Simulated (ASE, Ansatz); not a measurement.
# Random hcp alloy of Hf and Zr (288 atoms): geometry optimisation

Wanted: the relaxed structure of random hcp alloy of Hf and Zr (288 atoms) and its electronic structure.

Calculated with Ansatz 0.2.0; Kohn-Sham DFT, PBE, PAW (set soft_2), plane waves.

## Step 1: The structure

The cell holds 288 atoms: 252 Zr and 36 Hf. Cell: a = 19.364 Å, b = 19.364 Å, c = 20.540 Å, α = 90.0°, β = 90.0°, γ = 120.0°. It derives from Hf (hcp) and Zr, repeated 6×6×4. Hcp Hf, 6 x 6 x 4 conventional cells, 252 of 288 Hf sites given to Zr at random (x = 0.875), lattice by Vegard's rule (a = 3.227 Å, c = 5.135 Å); not relaxed, displaced by a Gaussian of 0.02 Å.

Before any run, some limits are plain. The host structure and its lattice constant were typed by rule, without a check against the phase diagram. The Brillouin zone is sampled at Γ only, in a cell whose shortest periodic width is 17 Å. The levels lack spin–orbit coupling, which is large for the heavy elements here.

## Step 2: Single point at the start

The forces at the start show how far the geometry lies from a minimum of this functional.

The input, input.yaml:

```yaml
crystal:
  lattice:
    - [19.3644, 0.0, 0.0]
    - [-9.6822, 16.77006, 0.0]
    - [0.0, 0.0, 20.54]
  atoms:
    - { symbol: Zr, position: [0.00054, 0.00198, 0.99927] }
    - { symbol: Zr, position: [0.05582, 0.11217, 0.12354] }
    - { symbol: Hf, position: [0.00041, 0.00148, 0.25047] }
    - { symbol: Zr, position: [0.05673, 0.11156, 0.3743] }
    - { symbol: Hf, position: [0.00056, 0.00064, 0.49843] }
    - { symbol: Zr, position: [0.05609, 0.11209, 0.62486] }
    - { symbol: Zr, position: [0.99997, 0.99969, 0.748] }
    - { symbol: Zr, position: [0.0585, 0.11273, 0.87319] }
    - { symbol: Zr, position: [0.9981, 0.16773, 0.00114] }
    - { symbol: Zr, position: [0.05567, 0.27855, 0.12568] }
    - { symbol: Zr, position: [0.00105, 0.16726, 0.24913] }
    - { symbol: Zr, position: [0.0545, 0.27608, 0.37398] }
    - { symbol: Zr, position: [0.99767, 0.16486, 0.49978] }
    - { symbol: Zr, position: [0.0565, 0.27948, 0.62287] }
    - { symbol: Zr, position: [0.00046, 0.16766, 0.74966] }
    - { symbol: Zr, position: [0.05629, 0.27924, 0.87466] }
    - { symbol: Zr, position: [0.99884, 0.33331, 0.00117] }
    - { symbol: Zr, position: [0.05551, 0.44497, 0.12381] }
    - { symbol: Zr, position: [0.99882, 0.33471, 0.25022] }
    - { symbol: Zr, position: [0.05716, 0.44533, 0.37842] }
    - { symbol: Zr, position: [0.00091, 0.33381, 0.50115] }
    - { symbol: Zr, position: [0.05574, 0.44342, 0.62621] }
    - { symbol: Zr, position: [0.00107, 0.33512, 0.75025] }
    - { symbol: Zr, position: [0.05397, 0.44462, 0.87414] }
    - { symbol: Zr, position: [0.00035, 0.50043, 0.99878] }
    - { symbol: Hf, position: [0.05558, 0.60998, 0.12552] }
    - { symbol: Zr, position: [0.99999, 0.50089, 0.24848] }
    - { symbol: Zr, position: [0.05412, 0.60928, 0.37484] }
    - { symbol: Hf, position: [0.99789, 0.49991, 0.49812] }
    - { symbol: Zr, position: [0.05401, 0.60965, 0.6264] }
    - { symbol: Zr, position: [0.99944, 0.50103, 0.74884] }
    - { symbol: Zr, position: [0.05383, 0.60866, 0.87392] }
    [... 250 atom lines left out ...]
    - { symbol: Zr, position: [0.83485, 0.83464, 0.24958] }
    - { symbol: Zr, position: [0.88989, 0.9452, 0.37338] }
    - { symbol: Zr, position: [0.83196, 0.83372, 0.50055] }
    - { symbol: Hf, position: [0.8891, 0.94458, 0.6261] }
    - { symbol: Zr, position: [0.83354, 0.8358, 0.74892] }
    - { symbol: Zr, position: [0.8905, 0.94574, 0.8757] }
kpoints:
  mp_grid: { grid: [1, 1, 1] }
hamiltonian:
  xc: pbe
scf:
  occupations: { method: fermi_dirac, width: 0.1 }
output:
  forces: true
  stress: true
  populations: true
  dos:
    method: { smearing: { sigma: 0.15 } }
    de: 0.1
    projected: { site_lists: { Hf: [Hf], Zr: [Zr] } }
  eigenvalues: true
```

Launch:

```console
$ ansatz run input.yaml --threads 32 --pin off --max-ram 143360MiB --backend cuda --events-out ev --progress --plain --runs-dir out
```

Numbers of over 12 decimals in the logs are rounded to 6 here.

The program printed:

```text
Engine: ansatz 0.2.0, aarch64-unknown-linux-gnu
Pseudopotentials: kind: paw
Pseudopotential: Zr, paw, valence charge 12, recommended cutoff 420 eV (normal), Zr.paw.azcp
Pseudopotential: Hf, paw, valence charge 26, recommended cutoff 420 eV (normal), Hf.paw.azcp
[... 5 lines on functional and potentials left out ...]
device memory: the entry about to start is reckoned to put 35.2 GiB on a device that reports 182.5 GiB free
GPU FFT provider: cuFFT
GPU libraries: cuBLAS 13.8.1, cuFFT 12.4.0, cuSOLVER 12.3.2
GPU matrix products: emulated (plane waves: as basis.precision tells), large ones in fixed point in workspaces of 1.00 GiB
Crystal: 288 atoms, lattice volume = 6670.204 Å³
Basis set: ecut = 420 eV, 130329 PW (Γ), exchange–correlation on 270×270×288 points (8 copies of the dense FFT grid, shifted against one another)
Bands: 2376, of which v1, the nominal top of the filled ones, is band 1980 counted from 1 (1979 counted from 0)
Symmetry: 1 space group operations
Space group: P1 (ITA 1), of the structure as read, at distance tolerance 1.9e-4 Å
k-points: 1
[... 5 lines on functional and potentials left out ...]
Initial density: superposition of atomic densities (neutral atoms: chi_scale 0, normalization atom), corrected by the library's trained network
Initial wavefunctions: pseudopotential atomic-orbital guess
GPU buffer pool allocated for 2624400 grid points (all kernels)
GPU transforms: local potential and band sums: pruned to the plane-wave sphere, on 135×135×144
Functional: x = pbe(κ = 0.804, μ = 0.219515), c = pbe(β = 0.066725)
SCF iter   1: F=—  HF=-1620298.568641 eV  |F-HF|=—  |Δ(HF+E_count)|=         —  Δρ=3.16e-3  dr2=2.43e0  ethr=1.77e-3  ⟨swp⟩=9.0  Hψ=8706  notcnv=0
preconditioner: auto → Kerker (q_TF=auto, 2.501 Å⁻¹)  [metal: Δε(μ)=0.018 eV  Ē_g=5.731 eV  σ=0.100 eV  W_gap=0.05  n_scr=1738 (ndim 8)  ℏωp=18.5 eV  f_vac=0.000  D(μ)=343.38/eV (n_scr^D=3186)]
SCF iter   2: F=—  HF=-1620298.575622 eV  |F-HF|=—  |Δ(HF+E_count)|=   6.98e-3  Δρ=1.65e-3  dr2=1.77e-1  ethr=6.14e-5  ⟨swp⟩=2.0  Hψ=2757  notcnv=0
SCF iter   3: F=—  HF=-1620298.626682 eV  |F-HF|=—  |Δ(HF+E_count)|=   5.11e-2  Δρ=5.78e-4  dr2=2.11e-2  ethr=4.46e-6  ⟨swp⟩=3.0  Hψ=3253  notcnv=0
SCF iter   4: F=—  HF=-1620298.623280 eV  |F-HF|=—  |Δ(HF+E_count)|=   3.40e-3  Δρ=2.32e-4  dr2=4.78e-3  ethr=5.32e-7  ⟨swp⟩=4.0  Hψ=8600  notcnv=0
SCF iter   5: F=—  HF=-1620298.621610 eV  |F-HF|=—  |Δ(HF+E_count)|=   1.67e-3  Δρ=7.20e-5  dr2=4.36e-4  ethr=1.21e-7  ⟨swp⟩=3.0  Hψ=5646  notcnv=0
SCF iter   6: F=—  HF=-1620298.640705 eV  |F-HF|=—  |Δ(HF+E_count)|=   1.91e-2  Δρ=3.12e-5  dr2=7.39e-5  ethr=1.10e-8  ⟨swp⟩=2.0  Hψ=3200  notcnv=0
SCF iter   7: F=—  HF=-1620298.640691 eV  |F-HF|=—  |Δ(HF+E_count)|=   1.40e-5  Δρ=7.64e-6  dr2=8.27e-6  ethr=1.87e-9  ⟨swp⟩=3.0  Hψ=4594  notcnv=0
SCF iter   8: F=—  HF=-1620298.640691 eV  |F-HF|=—  |Δ(HF+E_count)|=   1.85e-7  Δρ=3.42e-6  dr2=1.68e-6  ethr=2.09e-10  ⟨swp⟩=4.0  Hψ=5454  notcnv=0
SCF iter   9: F=—  HF=-1620298.640690 eV  |F-HF|=—  |Δ(HF+E_count)|=   5.80e-7  Δρ=1.26e-6  dr2=2.44e-7  ethr=4.25e-11  ⟨swp⟩=3.0  Hψ=4434  notcnv=0
SCF iter  10: F=-1620298.640690 eV  HF=-1620298.640690 eV  |F-HF|=2.26e-8  |Δ(HF+E_count)|=   2.10e-7  Δρ=5.70e-7  dr2=3.67e-8  ethr=2.53e-12  ⟨swp⟩=42.0  Hψ=8382  notcnv=0
SCF 1 converged in 10 iterations: F = -1620298.640690 eV  dr2 = 3.67e-8
  greatest PAW one-centre occupation: 0.999 electrons in one spin orbital (limit 2), on the Hf atom at site 28 (counted from 0), in its partial waves of l = 0
SCF converged after 10 iterations
Free energy (F): -1620298.640690 eV
Harris-Foulkes:  -1620298.640690 eV  (|F-HF|=2.26e-8)
Internal energy: -1620287.314125 eV  (E = F + TS)
E sigma→0 (E₀):  -1620292.977408 eV
Entropy (-TS):   -11.326565 eV (-39.328 meV/atom)
Fermi energy:    14.735267 eV
--- Per-component energies (eV) ---
  E_band       = -25789.798957
  E_kinetic    = 99115.130222
  E_local      = -416072.537273  (includes V_loc(G=0)·N_el)
  E_nonlocal   = -24495.303890
  E_hartree    = 171202.307703
  E_xc         = -51495.443498
  E_vxc        = -57634.510699  (∫ρ·V_xc dr)
  E_paw        = -993839.193056  (= ΣΔE_a)
  E_vpaw       = 30892.820673  (= ΣTr[D̂ρ^β])
  E_aug_tail   = 0.006184  (compensation charges beyond the density's cutoff)
  E_ewald      = -404702.280517
  E_smearing   = -11.326565  (= −TS)
  E_closure    = -0.000000  (closes the sum)
  Σ components = -1620298.640690   (vs F -1620298.640690, Δ=0.00e0)
--- Forces (eV/Å), atoms counted from 1 ---
[... 288 lines of forces left out ...]
  max |Σ_I F_I| component: 4.63e-6 eV/Å
--- Stress (GPa, compression-positive) ---
        0.100507       0.014648       0.005409
        0.014648       0.120349       0.005103
        0.005409       0.005103       1.084625
  P = ⅓ Tr σ = 0.4352 GPa (4.352 kbar)
--- Band table (eV) ---
[... left out ...]
--- Löwdin populations: 288 sites ---
  site symbol       q [e]
[... 288 lines, one an atom, left out ...]
  spilling = 0.005220 (of n_electrons = 3960.000000)
```

Run time: 10 s. Hardware: 1 × NVIDIA GB200 with 32 threads of Arm Neoverse V2, shared host; peak memory 4.7 GiB.

That memory is the host's; the program planned up to 35.2 GiB on the GPU. Forces of this run were stored rounded, and per-atom blocks of the log weren't kept.

Read from the output:

```
free energy                             : -1620298.6407 eV
free energy per atom                    : -5626.0369 eV/atom
SCF cycles                              : 10
pressure                                : 0.4352 GPa
r.m.s. force component                  : 0.1403 eV/Å
longest force                           : 0.5993 eV/Å
Fermi energy                            : 14.74 eV
levels partly filled by over 2 per cent : 131
spilling of the projection              : 0.00522
```

The r.m.s. force component of 0.14 eV/Å and the pressure of 0.44 GPa set the starting point.

Length of the force by element:

| element | coordination | atoms | mean length of the force (eV/Å) | spread | least | most |
| --- | --- | --- | --- | --- | --- | --- |
| Hf | all | 36 | 0.229 | 0.0878 | 0.0675 | 0.429 |
| Zr | all | 252 | 0.223 | 0.0972 | 0.0296 | 0.599 |

## Step 3: Cell and atoms relaxed

The cell is relaxed with the atoms, since the starting lattice needn't suit this functional.

input.yaml, the sections that differ from step 2:

```yaml
output:
  forces: true
relax:
  f_tol: 0.05
  max_steps: 97
  cell: {}
# crystal, kpoints, hamiltonian, scf: as in step 2
```

The program printed:

```text
[...]
GPU FFT provider: cuFFT
GPU libraries: cuBLAS 13.8.1, cuFFT 12.4.0, cuSOLVER 12.3.2
[...]
Crystal: 288 atoms, lattice volume = 6670.204 Å³
Basis set: ecut = 420 eV, 130329 PW (Γ), exchange–correlation on 270×270×288 points (8 copies of the dense FFT grid, shifted against one another)
Bands: 2376, of which v1, the nominal top of the filled ones, is band 1980 counted from 1 (1979 counted from 0)
Symmetry: 1 space group operations
[...]
k-points: 1
[...]
GPU buffer pool allocated for 2624400 grid points (all kernels)
[...]
SCF iter   1: F=—  HF=-1620298.568731 eV  |F-HF|=—  |Δ(HF+E_count)|=         —  Δρ=3.16e-3  dr2=2.43e0  ethr=1.77e-3  ⟨swp⟩=9.0  Hψ=8706  notcnv=0
[...]
SCF iter  10: F=-1620298.640690 eV  HF=-1620298.640690 eV  |F-HF|=2.19e-8  |Δ(HF+E_count)|=   1.16e-8  Δρ=5.70e-7  dr2=3.68e-8  ethr=2.53e-12  ⟨swp⟩=4.0  Hψ=6585  notcnv=0
SCF 1 converged in 10 iterations: F = -1620298.640690 eV  dr2 = 3.68e-8
[...]
relax step   1: F+E_penalty+E_count = -1620298.64069010 eV  Δ(F+E_penalty+E_count) = +0.000e0 eV  max|allowed force component| = 4.381e-1 eV/Å  Δτ_max = 0.0000 Å  P = +0.435 GPa  Ω = 6670.204 Å³  (10 SCF iters, dr2 threshold 1.00e-7 eV, accepted)
[...]
relax step   2: F+E_penalty+E_count = -1620298.76186160 eV  Δ(F+E_penalty+E_count) = -1.212e-1 eV  max|allowed force component| = 4.703e-1 eV/Å  Δτ_max = 0.1542 Å  P = -0.625 GPa  Ω = 6746.985 Å³  energy of the carried Pulay correction = -9.673e-3 eV  (9 SCF iters, dr2 threshold 1.20e-5 eV, accepted)
[...]
relax step   3: F+E_penalty+E_count = -1620300.01062228 eV  Δ(F+E_penalty+E_count) = -1.249e0 eV  max|allowed force component| = 3.000e-2 eV/Å  Δτ_max = 0.0752 Å  P = -0.017 GPa  Ω = 6697.908 Å³  energy of the carried Pulay correction = -3.503e-3 eV  (8 SCF iters, dr2 threshold 1.38e-5 eV, accepted)
[...]
relax step   4: F+E_penalty+E_count = -1620300.01491189 eV  Δ(F+E_penalty+E_count) = -4.290e-3 eV  max|allowed force component| = 2.993e-2 eV/Å  Δτ_max = 0.0000 Å  P = -0.017 GPa  Ω = 6697.908 Å³  stress off target by 3.15e-2 GPa  SCF on the basis re-selected at this cell (its energy is not comparable with the rows above)  (6 SCF iters)
basis re-selected at this cell: Δ(F+E_penalty+E_count) = -4.290e-3 eV, ΔP = -0.000 GPa vs the last step (what re-selecting the basis moved, of the pressure what is left beyond the Pulay correction that the steps carried, after the strain that the cell walked since its last selection, [...]
SCF converged after 6 iterations
Free energy (F): -1620300.014912 eV
[...]
Internal energy: -1620288.663457 eV  (E = F + TS)
E sigma→0 (E₀):  -1620294.339184 eV
Entropy (-TS):   -11.351455 eV (-39.415 meV/atom)
Fermi energy:    14.665596 eV
[...]
--- Forces (eV/Å), atoms counted from 1 ---
[... 288 lines of forces left out ...]
  max |Σ_I F_I| component: 7.39e-7 eV/Å
--- Stress (GPa, compression-positive) ---
       -0.026589       0.002336       0.011176
        0.002336      -0.021523      -0.000920
        0.011176      -0.000920      -0.001959
  P = ⅓ Tr σ = -0.0167 GPa (-0.167 kbar)
--- Band table (eV) ---
[... left out ...]
--- Relaxed structure (3 steps of the walk, 3 accepted, 1 SCFs on fresh bases) ---
  F+E_penalty+E_count = -1620300.01491189 eV   max|allowed force component| = 2.993e-2 eV/Å   (the final SCF, on the basis selected at the relaxed cell)
  cell:  # Å, volume = 6697.9077 Å³
    - [19.306002, -0.00113125, -0.00518913]
    - [-9.653980, 16.719675, 0.00407049]
    - [-0.00550416, 0.00180771, 20.750746]
  atoms:
[... 288 atom lines left out ...]
```

Elapsed: 22 s, on 1 × NVIDIA GB200 with 32 threads; peak memory 2.4 GiB.

That memory is the host's; the program planned up to 34.7 GiB on the GPU.

The program notes that the band table was not solved further than the SCF left it.

Step by step:

| step | energy less that of the first step (eV) | largest force component (eV/Å) | pressure (GPa) | volume (Å³) |
| --- | --- | --- | --- | --- |
| 1 | 0.0000 | 0.4381 | 0.44 | 6670.20 |
| 2 | -0.1212 | 0.4703 | -0.63 | 6746.99 |
| 3 | -1.3699 | 0.0300 | -0.02 | 6697.91 |
| 4* | -1.3742 | 0.0299 | -0.02 | 6697.91 |

Relaxation steps marked * repeat the geometry before them on a plane-wave basis chosen anew for their cell, so energy and pressure can jump there.

| cell as run | before | after | change |
| --- | --- | --- | --- |
| a (Å) | 19.364 | 19.306 | -0.3 % |
| b (Å) | 19.364 | 19.307 | -0.3 % |
| c (Å) | 20.540 | 20.751 | +1.0 % |
| α (°) | 90.00 | 89.98 | -0.0 % |
| β (°) | 90.00 | 90.03 | +0.0 % |
| volume (Å³/atom) | 23.16 | 23.26 | +0.4 % |

The atoms that moved most (Å, as changes of fractional coordinates times the final cell):

| atom | dx | dy | dz | length |
| --- | --- | --- | --- | --- |
| Zr82 | -0.002 | -0.076 | -0.044 | 0.088 |
| Zr100 | -0.071 | 0.002 | -0.044 | 0.083 |
| Zr224 | 0.021 | 0.035 | -0.068 | 0.079 |
| Zr222 | -0.051 | -0.044 | -0.040 | 0.078 |
| Zr128 | 0.073 | 0.009 | -0.016 | 0.075 |
| Zr234 | -0.041 | -0.042 | 0.047 | 0.075 |
| Zr64 | 0.065 | 0.007 | 0.037 | 0.075 |
| Hf177 | 0.063 | 0.022 | -0.033 | 0.075 |

The relaxation changed the energy by -4.77 meV/atom, and atoms moved by 0.039 Å r.m.s., 0.088 Å at most.

## Step 4: Structure statistics after relaxation

Bonds before and after, by the cutoffs listed below:

| pair | bonds before | bonds after | mean before (Å) | mean after (Å) | spread before (Å) | spread after (Å) |
| --- | --- | --- | --- | --- | --- | --- |
| Zr-Zr | 1322 | 1322 | 3.200 | 3.207 | 0.040 | 0.017 |
| Zr-Hf | 380 | 380 | 3.200 | 3.196 | 0.040 | 0.019 |
| Hf-Hf | 26 | 26 | 3.194 | 3.177 | 0.032 | 0.016 |

Density 7.29 g/cm³, 23.26 Å³ an atom.

Pair distribution functions g(r), in bins of 0.1 Å:

| r (Å) | total | Zr-Zr | Zr-Hf | Hf-Hf |
| --- | --- | --- | --- | --- |
| 3.05 | 0.00 | 0.00 | 0.00 | 0.00 |
| 3.15 | 9.69 | 8.49 | 13.30 | 18.00 |
| 3.25 | 12.00 | 13.10 | 8.59 | 3.16 |
| 3.35 | 0.00 | 0.00 | 0.00 | 0.00 |
| 3.45 | 0.00 | 0.00 | 0.00 | 0.00 |
| 3.55 | 0.00 | 0.00 | 0.00 | 0.00 |
| 3.65 | 0.00 | 0.00 | 0.00 | 0.00 |
| 3.75 | 0.00 | 0.00 | 0.00 | 0.00 |
| 3.85 | 0.00 | 0.00 | 0.00 | 0.00 |
| 3.95 | 0.00 | 0.00 | 0.00 | 0.00 |
| 4.05 | 0.00 | 0.00 | 0.00 | 0.00 |
| 4.15 | 0.00 | 0.00 | 0.00 | 0.00 |
| 4.25 | 0.00 | 0.00 | 0.00 | 0.00 |
| 4.35 | 0.00 | 0.00 | 0.00 | 0.00 |
| 4.45 | 0.20 | 0.23 | 0.09 | 0.41 |
| 4.55 | 5.21 | 5.21 | 5.12 | 6.42 |
| 4.65 | 0.00 | 0.00 | 0.00 | 0.00 |
| 4.75 | 0.00 | 0.00 | 0.00 | 0.00 |
| 4.85 | 0.00 | 0.00 | 0.00 | 0.00 |
| 4.95 | 0.00 | 0.00 | 0.00 | 0.00 |
| 5.05 | 0.00 | 0.00 | 0.00 | 0.00 |
| 5.15 | 1.08 | 1.07 | 1.10 | 0.92 |
| 5.25 | 0.30 | 0.30 | 0.30 | 0.30 |
| 5.35 | 0.00 | 0.00 | 0.00 | 0.00 |
| 5.45 | 0.00 | 0.00 | 0.00 | 0.00 |
| 5.55 | 10.70 | 10.60 | 11.00 | 8.76 |
| 5.65 | 0.10 | 0.11 | 0.07 | 0.00 |
| 5.75 | 0.00 | 0.00 | 0.00 | 0.00 |
| 5.85 | 0.00 | 0.00 | 0.00 | 0.00 |
| 5.95 | 0.00 | 0.00 | 0.00 | 0.00 |
| 6.05 | 1.97 | 1.89 | 2.20 | 3.12 |
| 6.15 | 3.98 | 4.06 | 3.76 | 2.85 |
| 6.25 | 0.00 | 0.00 | 0.00 | 0.00 |
| 6.35 | 0.05 | 0.05 | 0.06 | 0.20 |
| 6.45 | 2.63 | 2.64 | 2.61 | 2.57 |
| 6.55 | 0.00 | 0.00 | 0.00 | 0.00 |
| 6.65 | 0.00 | 0.00 | 0.00 | 0.00 |
| 6.75 | 0.00 | 0.00 | 0.00 | 0.00 |
| 6.85 | 0.00 | 0.00 | 0.00 | 0.00 |
| 6.95 | 0.00 | 0.00 | 0.00 | 0.00 |
| 7.05 | 0.00 | 0.00 | 0.00 | 0.00 |
| 7.15 | 3.92 | 3.90 | 4.06 | 2.72 |
| 7.25 | 0.39 | 0.38 | 0.41 | 0.47 |
| 7.35 | 0.00 | 0.00 | 0.00 | 0.00 |

Neighbours by pair of elements; one cutoff, the widest of the pairs' first minima of g(r), serves all pairs of this metal:

| pair A-B | cutoff (Å) | bonds | mean length (Å) | spread (Å) | shortest (Å) | B about A | A about B |
| --- | --- | --- | --- | --- | --- | --- | --- |
| Zr-Zr | 3.62 | 1322 | 3.21 | 0.017 | 3.15 | 10.5 | 10.5 |
| Zr-Hf | 3.62 | 380 | 3.20 | 0.019 | 3.16 | 1.51 | 10.6 |
| Hf-Hf | 3.62 | 26 | 3.18 | 0.016 | 3.15 | 1.44 | 1.44 |

How many atoms have how many bonded neighbours:

| element | mean | 12 |
| --- | --- | --- |
| Hf | 12 | 36 |
| Zr | 12 | 252 |

First main peaks of g(r), for some of the pairs, lie near 3.21 Å (Zr-Zr), 3.19 Å (Zr-Hf) and 3.18 Å (Hf-Hf). Counting bonds as in the table, all Hf atoms have 12 and all Zr atoms have 12 bonded neighbours.

(Part 1 of 2 ends here.)

[Logs are printed without paths, hosts, clocks, repeated set-up lines and the standing remarks that a program may print on its own settings, such as how far it seeks lower states.]

[Hosts, paths, dates, database ids (printed as entryN), source tags and the programs' standing remarks are cut or masked in the printed files.]
